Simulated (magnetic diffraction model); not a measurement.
## CeTi4Si3: what an assumed order does to the neutron pattern

Space group Cmcm (no. 63), a = 13.3600 Å, b = 7.8080 Å, c = 5.3480 Å.

| site | atom | x | y | z |
| --- | --- | --- | --- | --- |
| 4c | Ce | 1/2 | 0.7603 | 1/4 |
| 8g | Ti | 0.6273 | 0.3679 | 1/4 |
| 8e | Ti | 0.6681 | 0 | 1/2 |
| 8g | Si | 0.3104 | 0.6925 | 1/4 |
| 4c | Si | 1/2 | 0.1172 | 1/4 |

This is a made-up structure (elements placed in a structure type, unrelaxed), so the numbers test the method and describe no known phase.

Only Ce is taken to order (form factors of Ce3+); orders and moment sizes are assumed, and not adapted to the symmetry. Radiation: neutrons of λ = 2.567 Å, 3° to 70°; isotropic B of 0.58 Å² (Ce), 0.69 Å² (Ti) and 0.81 Å² (Si). Simulated constant-wavelength pattern: nuclear and magnetic terms add, the magnetic one as |2.695 fm × Σ f S⊥ exp(2πi Q·r) exp(−B s²)|², summed over all Q at one angle with the factor 1/(sin²θ cos θ). For collinear order S is the moment m, which repeats by lattice and centring translations R with the sign exp(−2πi k·R). Free-ion form factors, Sears's scattering lengths of 1992, no absorption; a label names one of the reflections at its angle. The strongest nuclear line in the range is 100, and lines under 0.2 are left out.

Assume the order k = (0 0 1/2), collinear moments along [001], 0.39 μB on Ce; signs + at (1/2, 0.7603, 1/4), − at (1/2, 0.2397, 3/4).

Q: Where does magnetic intensity appear, and how strong is it?

```csv
2θ (°),index,nuclear,magnetic
21.95,(1 1 0),8.1,0.0
22.16,(2 0 0),38.7,0.0
26.01,(1 1 1/2),0.0,0.9
26.19,(2 0 1/2),0.0,0.5
35.68,(1 1 1),98.5,0.0
38.39,(0 2 0),85.5,0.0
38.76,(3 1 0),53.1,0.0
40.97,(0 2 1/2),0.0,0.2
41.32,(3 1 1/2),0.0,0.4
44.77,(2 2 0),6.0,0.0
45.20,(4 0 0),84.9,0.0
47.06,(2 2 1/2),0.0,0.3
48.04,(0 2 1),100.0,0.0
48.35,(3 1 1),59.9,0.0
53.50,(2 2 1),0.3,0.0
57.37,(0 0 2),44.0,0.0
60.32,(1 3 0),16.9,0.0
60.76,(4 2 0),1.2,0.0
61.02,(5 1 0),10.1,0.0
62.18,(1 1 2),41.2,0.0
67.67,(1 3 1),19.9,0.0
68.08,(4 2 1),4.3,0.0
68.33,(5 1 1),16.6,0.0
```

The strongest magnetic line in the range is (1 1 1/2) at 26.01° (0.9). On top of the Lorentz factor, which all lines share, magnetic lines fade with angle because f falls: for Ce3+ it is 0.96, 0.86, 0.71 and 0.43 at sin θ/λ = 0.1, 0.2, 0.3 and 0.5 Å⁻¹, while nuclear lengths stay constant. The order has no net moment.

[Logs are printed without paths, hosts, clocks, repeated set-up lines and the standing remarks that a program may print on its own settings, such as how far it seeks lower states.]
